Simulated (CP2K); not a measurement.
The C K edge of methylpyrazine was computed by TDDFT (CP2K XAS_TDP, aug-cc-pVDZ, TDA) at these levels: PBE0, PBEh(45%) and PBEh(45%) + GW2X. The first three lines of C1 (bonded to C and 3 H) with a strength over 0.0015, energy in eV and strength:

```
run           first          second           third
  1  289.73 (0.003)  290.27 (0.006)  291.19 (0.019)
  2  277.46 (0.003)  278.31 (0.005)  278.38 (0.009)
  3  283.38 (0.003)  283.93 (0.007)  284.85 (0.020)
```

Q: Which run is which?

Run 1: PBEh(45%) + GW2X (45 % exact exchange). Run 2: PBE0 (25 % exact exchange). Run 3: PBEh(45%) (45 % exact exchange). Self-interaction lifts the core level, so the uncorrected lines rise with the share of exact exchange. The GW2X run keeps the spacings of its parent: 0.54 eV between the first two lines in run 1, 0.55 eV in run 3. Its shift is +6.35 eV, since the Kohn–Sham level at this share of exchange lies that far above the quasiparticle level.

[Banner, clock and machine lines of the logs are left out without a mark of their own.]

[Logs are printed without paths, hosts, clocks, repeated set-up lines and the standing remarks that a program may print on its own settings, such as how far it seeks lower states.]

[Hosts, paths, dates, database ids (printed as entryN), source tags and the programs' standing remarks are cut or masked in the printed files.]
